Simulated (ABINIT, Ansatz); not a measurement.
# A GW chain in ABINIT: Sr2SiS4 (P2_1/m), part 3 of 3

How does a plane-wave GW calculation on Sr2SiS4 (P2_1/m) run from the first input to the gap?

ABINIT 10.8.3; LDA and many-body steps on it, plane waves. Known limits of the many-body steps: not at the basis limit; no spin-orbit coupling; coarse k mesh.

So far. Step 3 (Bands along the symmetry lines): The gap is 2.767 eV, as in the run before at this level. Step 4 (Empty states on the mesh, 2×2×2 mesh, 644 bands): On this mesh the gap is 2.767 eV.

## 5. Screening, 2×2×2 mesh, 267 bands, screening to 114.3 eV

The RPA dielectric matrix is built and inverted for each q.

This step: RPA screening on LDA, plane waves, norm-conserving pseudopotentials.

Contents of run.abi:

```
acell 3*1.0 Angstrom
rprim 
  6.608739210500 0.000000000000 -0.000000000000
  0.000000000000 6.659542380000 0.000000000000
  -2.582748258700 0.000000000000 7.848229828000
ntypat 3
znucl 38 14 16
natom 14
typat 1 1 1 1 2 2 3 3 3 3 3 3 3 3
xred 
  0.283671200000 0.750000000000 0.951809120000
  0.716328800000 0.250000000000 0.048190880000
  0.224829900000 0.750000000000 0.429263770000
  0.775170100000 0.250000000000 0.570736230000
  0.721301030000 0.750000000000 0.796846200000
  0.278698970000 0.250000000000 0.203153800000
  0.886453430000 0.750000000000 0.061575940000
  0.113546570000 0.250000000000 0.938424060000
  0.916900480000 0.750000000000 0.635667980000
  0.083099520000 0.250000000000 0.364332020000
  0.510384140000 0.501966720000 0.737248200000
  0.489615860000 0.001966720000 0.262751800000
  0.489615860000 0.498033280000 0.262751800000
  0.510384140000 0.998033280000 0.737248200000
pp_dirpath "pseudos"
pseudos "Sr.upf, Si.upf, S.upf"
ecut 28
ngkpt 2 2 2
nshiftk 1
shiftk 0 0 0
kptopt 1
chksymbreak 0
istwfk *1
occopt 1
irdwfk 1
optdriver 3
nband 267
ecuteps 4.2
inclvkb 2
awtr 1
symchi 1
indata_prefix "in"
outdata_prefix "out"
tmpdata_prefix "tmp"
```

Run with:

```sh
$ OMP_NUM_THREADS=1 mpirun -n 16 abinit run.abi > log
```

Numbers of over 12 decimals in the logs are rounded to 6 here.

Output:

```text
.Version 10.8.3 of ABINIT. v10.8.2 released Aug 2026.

 Symmetries : space group P2_1/m (# 11); Bravais mP (primitive monocl.)
[... echo of the input left out ...]
== DATASET  1 ==================================================================
-   mpi_nproc: 16, omp_nthreads: 1 (-1 if OMP is not activated)

--- !DatasetInfo
iteration_state: {dtset: 1, }
dimensions: {natom: 14, nkpt: 8, mband: 267, nsppol: 1, nspinor: 1, nspden: 1, mpw: 16528, }
cutoff_energies: {ecut:  28.0, pawecutdg:  -1.0, }
electrons: {nelect:   9.60000000E+01, charge:   0.00000000E+00, occopt:   1.00000000E+00, tsmear:   1.00000000E-02, }

 SCREENING: Calculation of the susceptibility and dielectric matrices

 Based on a program developped by R.W. Godby, V. Olevano, G. Onida, and L. Reining.
 Incorporated in ABINIT by V. Olevano, G.-M. Rignanese, and M. Torrent.
.Using double precision arithmetic ; gwpc =  8

[... cell and pseudopotentials left out ...]
--------------------------------------------------------------------------------

 ==== K-mesh for the wavefunctions ====
 Number of points in the irreducible wedge :     8
[... list of points left out ...]
 Together with  4 symmetry operations and time-reversal symmetry
 yields     8 points in the full Brillouin Zone.

 ==== Q-mesh for the screening function ====
 Number of points in the irreducible wedge :     8
[... list of points left out ...]
 Together with  4 symmetry operations and time-reversal symmetry
 yields     8 points in the full Brillouin Zone.

 setmesh: FFT mesh size selected  =    45x   48x   54
          total number of points  =       116640

 vcoul_init : cutoff-mode = AUXILIARY_FUNCTION
 q-points for optical limit:   1
     1)      0.000010    0.000020    0.000030

- screening: taking advantage of time-reversal symmetry
- Maximum band index for partially occupied states nbvw = 48
- Remaining bands to be divided among processors   nbcw = 219
- Number of bands treated by each node ~13

 Number of electrons calculated from density =   96.0000; Expected =   96.0000
 average of density, n =  0.041185
 r_s =    1.7963
 omega_plasma =   19.5761 [eV]

 calculating chi0 at frequencies [eV] :
  1    0.000000E+00    0.000000E+00
  2    0.000000E+00    1.957607E+01

--------------------------------------------------------------------------------
  q-point number  1        q = ( 0.000000, 0.000000, 0.000000) [r.l.u.]
--------------------------------------------------------------------------------
[... chi0 elements left out ...]
 For q-point:  0.000010 0.000020 0.000030
  dielectric constant =   4.8591
  dielectric constant without local fields =   5.9158

  Average fulfillment of the sum rule on Im[epsilon] for q-point    1 :     68.37  [%]
[... wings left out ...]
  q-point number  2        q = ( 0.500000, 0.000000, 0.000000) [r.l.u.]
--------------------------------------------------------------------------------
[... chi0 elements left out ...]
  Average fulfillment of the sum rule on Im[epsilon] for q-point    2 :     72.35  [%]

 [... 6 further q-points ...]
```

Run time: 14 min. Hardware: 16 MPI ranks of Arm Neoverse N1, shared host; peak memory 21 GiB; 3.6 h of CPU time.

Numbers from this step:

```
ε∞ with local fields, on this mesh, along the program's q direction : 4.859
the same without local fields                                       : 5.916
plasma frequency                                                    : 19.58 eV
plane waves in the screening matrix                                 : 951
```

Local fields lower ε∞ by 18 %. On a Γ-centred mesh this coarse the value itself is usually too large, while a short band sum pulls it down.

## 6. Self-energy, 2×2×2 mesh, 267 bands, screening to 114.3 eV

The self-energy is evaluated for the states that the input lists, and the levels follow from it, in one-shot runs by the linearised quasiparticle equation.

This step: G0W0 on LDA, plane waves, norm-conserving pseudopotentials.

Changes to run.abi since step 5:

```diff
@@ -35,8 +35,17 @@
 irdwfk 1
-optdriver 3
+optdriver 4
 nband 267
+gwcalctyp 0
+ecutsigx 28
+symsigma 1
+nkptgw 2
+kptgw 
+  0.0000000000 0.0000000000 0.0000000000
+  0.5000000000 0.0000000000 0.0000000000
+bdgw 
+  47 50
+  47 50
 ecuteps 4.2
-inclvkb 2
-awtr 1
-symchi 1
+irdscr 1
+ppmodel 1
 indata_prefix "in"
```

Output:

```text
.Version 10.8.3 of ABINIT. v10.8.2 released Aug 2026.

 Symmetries : space group P2_1/m (# 11); Bravais mP (primitive monocl.)
[... echo of the input left out ...]
== DATASET  1 ==================================================================
-   mpi_nproc: 16, omp_nthreads: 1 (-1 if OMP is not activated)

--- !DatasetInfo
iteration_state: {dtset: 1, }
dimensions: {natom: 14, nkpt: 8, mband: 267, nsppol: 1, nspinor: 1, nspden: 1, mpw: 16528, }
cutoff_energies: {ecut:  28.0, pawecutdg:  -1.0, }
electrons: {nelect:   9.60000000E+01, charge:   0.00000000E+00, occopt:   1.00000000E+00, tsmear:   1.00000000E-02, }

 SIGMA: Calculation of the GW corrections

 Based on a program developped by R.W. Godby, V. Olevano, G. Onida, and L. Reining.
 Incorporated in ABINIT by V. Olevano, G.-M. Rignanese, and M. Torrent.
.Using double precision arithmetic ; gwpc =  8

[... cell and pseudopotentials left out ...]
--------------------------------------------------------------------------------

 ==== K-mesh for the wavefunctions ====
 Number of points in the irreducible wedge :     8
[... list of points left out ...]
 Together with  4 symmetry operations and time-reversal symmetry
 yields     8 points in the full Brillouin Zone.

 ==== Q-mesh for screening function ====
 Number of points in the irreducible wedge :     8
[... list of points left out ...]
 Together with  4 symmetry operations and time-reversal symmetry
 yields     8 points in the full Brillouin Zone.

 vcoul_init : cutoff-mode = AUXILIARY_FUNCTION
 q-points for optical limit:   1
     1)      0.000010    0.000020    0.000030
 setmesh: FFT mesh size selected  =    60x   60x   72
          total number of points  =       259200

 Number of electrons calculated from density =   96.0000; Expected =   96.0000
 average of density, n =  0.041185
 r_s =    1.7963
 omega_plasma =   19.5761 [eV]

 === KS Band Gaps ===
  >>>> For spin  1
   Minimum direct gap =   2.9522 [eV], located at k-point      :   0.5000  0.0000  0.0000
   Fundamental gap    =   2.7666 [eV], Top of valence bands at :   0.0000  0.0000  0.0000
                                       Bottom of conduction at :   0.5000  0.0000  0.0000
 SIGMA fundamental parameters:
 PLASMON POLE MODEL  1
 number of plane-waves for SigmaX                16459
 number of plane-waves for SigmaC and W            951
 number of plane-waves for wavefunctions         16459
 number of bands                                   267
 number of independent spin polarizations            1
 number of spinorial components                      1
 number of k-points in IBZ                           8
 number of q-points in IBZ                           8
 number of symmetry operations                       4
 number of k-points in BZ                            8
 number of q-points in BZ                            8
 number of frequencies for dSigma/dE                 9
 frequency step for dSigma/dE [eV]                0.25
 number of omega for Sigma on real axis              0
 max omega for Sigma on real axis  [eV]           0.00
 zcut for avoiding poles [eV]                     0.10

 EPSILON^-1 parameters (SCR file):
 dimension of the eps^-1 matrix on file            951
 dimension of the eps^-1 matrix used               951
 number of plane-waves for wavefunctions         16459
 number of bands                                   267
 number of q-points in IBZ                           8
 number of frequencies                               2
 number of real frequencies                          1
 number of imag frequencies                          1

 matrix elements of self-energy operator (all in [eV])

 Perturbative Calculation

--- !SelfEnergy_ee
iteration_state: {dtset: 1, }
kpoint     : [   0.000,    0.000,    0.000, ]
spin       : 1
KS_gap     :    3.139
QP_gap     :    4.671
Delta_QP_KS:    1.531
data: !SigmaeeData |
     Band     E0 <VxcDFT>   SigX SigC(E0)      Z dSigC/dE  Sig(E)    E-E0       E
       47   3.591 -12.965 -15.876   2.262   0.786  -0.273 -13.475  -0.510   3.081
       48   3.808 -12.880 -15.746   2.197   0.784  -0.275 -13.405  -0.525   3.283
       49   6.948  -9.881  -5.386  -3.266   0.818  -0.222  -8.875   1.006   7.954
       50   7.243  -9.945  -5.093  -3.272   0.825  -0.212  -8.641   1.305   8.548

--- !SelfEnergy_ee
iteration_state: {dtset: 1, }
kpoint     : [   0.500,    0.000,    0.000, ]
spin       : 1
KS_gap     :    2.952
QP_gap     :    4.696
Delta_QP_KS:    1.744
data: !SigmaeeData |
     Band     E0 <VxcDFT>   SigX SigC(E0)      Z dSigC/dE  Sig(E)    E-E0       E
       47   3.570 -12.732 -15.644   2.241   0.784  -0.275 -13.258  -0.526   3.044
       48   3.623 -13.021 -15.912   2.254   0.786  -0.272 -13.521  -0.501   3.122
       49   6.575  -9.763  -5.121  -3.136   0.825  -0.212  -8.520   1.243   7.818
       50   6.981 -10.009  -5.529  -3.146   0.818  -0.222  -8.918   1.091   8.073

== END DATASET(S) ==============================================================
================================================================================

 -outvars: echo values of variables after computation  --------
           etotal      0.0000000000E+00
            nband         267
             nkpt           8
          spgroup          11
 [... the other variables as echoed above ...]

 Calculation completed.
```

Run time: 1.7 min. Hardware: 16 MPI ranks; peak memory 14 GiB; 28 min of CPU time.

This step gave:

* G0W0 gap on the points computed: 4.535 eV
* starting gap on the mesh: 2.767 eV
* k of the valence top: 0, 0, 0
* k of the conduction bottom: 0.5, 0, 0
* Z at the valence top: 0.784
* Z at the conduction bottom: 0.825
* least direct G0W0 gap on the computed points: 4.671 eV

The gap on the mesh goes from 2.77 eV to 4.54 eV, a correction of +1.77 eV.

Limits: finite bands, cutoff and mesh; no spin-orbit coupling; coarse k mesh. v1 is the top filled band, c1 the lowest empty one. Levels before and after the correction, in eV, zero at the valence-band top of each column:

```
           conduction bottom  valence top
Kohn-Sham               2.77         0.00
     G0W0               4.54         0.00
```

```
                  level  energy (eV)
Kohn-Sham          Γ v2       -0.218
Kohn-Sham          Γ v1        0.000
Kohn-Sham          Γ c1        3.139
Kohn-Sham          Γ c2        3.435
Kohn-Sham  (0.5 0 0) v2       -0.238
Kohn-Sham  (0.5 0 0) v1       -0.186
Kohn-Sham  (0.5 0 0) c1        2.767
Kohn-Sham  (0.5 0 0) c2        3.173
     G0W0          Γ v2       -0.202
     G0W0          Γ v1        0.000
     G0W0          Γ c1        4.671
     G0W0          Γ c2        5.265
     G0W0  (0.5 0 0) v2       -0.239
     G0W0  (0.5 0 0) v1       -0.161
     G0W0  (0.5 0 0) c1        4.535
     G0W0  (0.5 0 0) c2        4.790
```

## 7. Where the time went

Times are wall times on the hardware named with each run, good to a factor of about two.

```
                          step     time  share  memory (GiB)
                  ground state  4.2 min    9 %           2.6
bands along the symmetry lines  3.7 min    8 %           2.1
      empty states on the mesh   24 min   51 %           2.6
                     screening   14 min   29 %            21
                   self-energy  1.7 min    4 %            14
```

## 8. Results

```
LDA gap              : 2.77 eV, indirect
G0W0 gap on the mesh : 4.54 eV
GW settings          : 2×2×2 mesh, 267 bands, screening to 114.3 eV, Godby-Needs plasmon pole
known limits         : not at the basis limit; no spin-orbit coupling; coarse k mesh
```

G0W0 moves the gap on the mesh from 2.77 eV to 4.54 eV (+1.77 eV), with Z of 0.78 and 0.82 at the edges. Local fields lower the RPA ε∞ on this mesh from 5.92 to 4.86; a Γ-centred mesh this coarse tends to raise both, most where the direct gap is narrow, while a short band sum lowers them. Only 2 of the mesh's irreducible points were corrected, so a valley elsewhere could overtake. The dearest step here is «empty states on the mesh». Bands and cutoff are finite, so the gap is not at the basis limit. The miss can reach some tenths of an eV and take either sign; the mesh is an error of its own. In the G0W0 run levels were corrected at 2 k points alone, so a gap called «on the mesh» is the least over those, and an edge elsewhere would be missed. The 2×2×2 mesh is coarse for this cell, which bears on the long-range parts of exchange and screening. The many-body steps are scalar-relativistic: spin-orbit coupling is not in them.

[Paths, hosts, dates, memory and timing lines, banners, echoed tables and standing remarks are left out of the program output.]

[Logs are printed without paths, hosts, clocks, repeated set-up lines and the standing remarks that a program may print on its own settings, such as how far it seeks lower states.]

[Runs of the session that timed out or met a known fault of the program may be left out.]

[Hosts, paths, dates, database ids (printed as entryN), source tags and the programs' standing remarks are cut or masked in the printed files.]

[G0W0 gaps are taken among the corrected bands and points alone; a level outside them can change the order at an edge.]

[Where Ansatz stands beside ABINIT at settings called matched, ABINIT's density can come from a denser mesh and the files from another edition; pairs whose starting gaps differed by over 0.03 eV were left out, so agreement reads better than it is.]
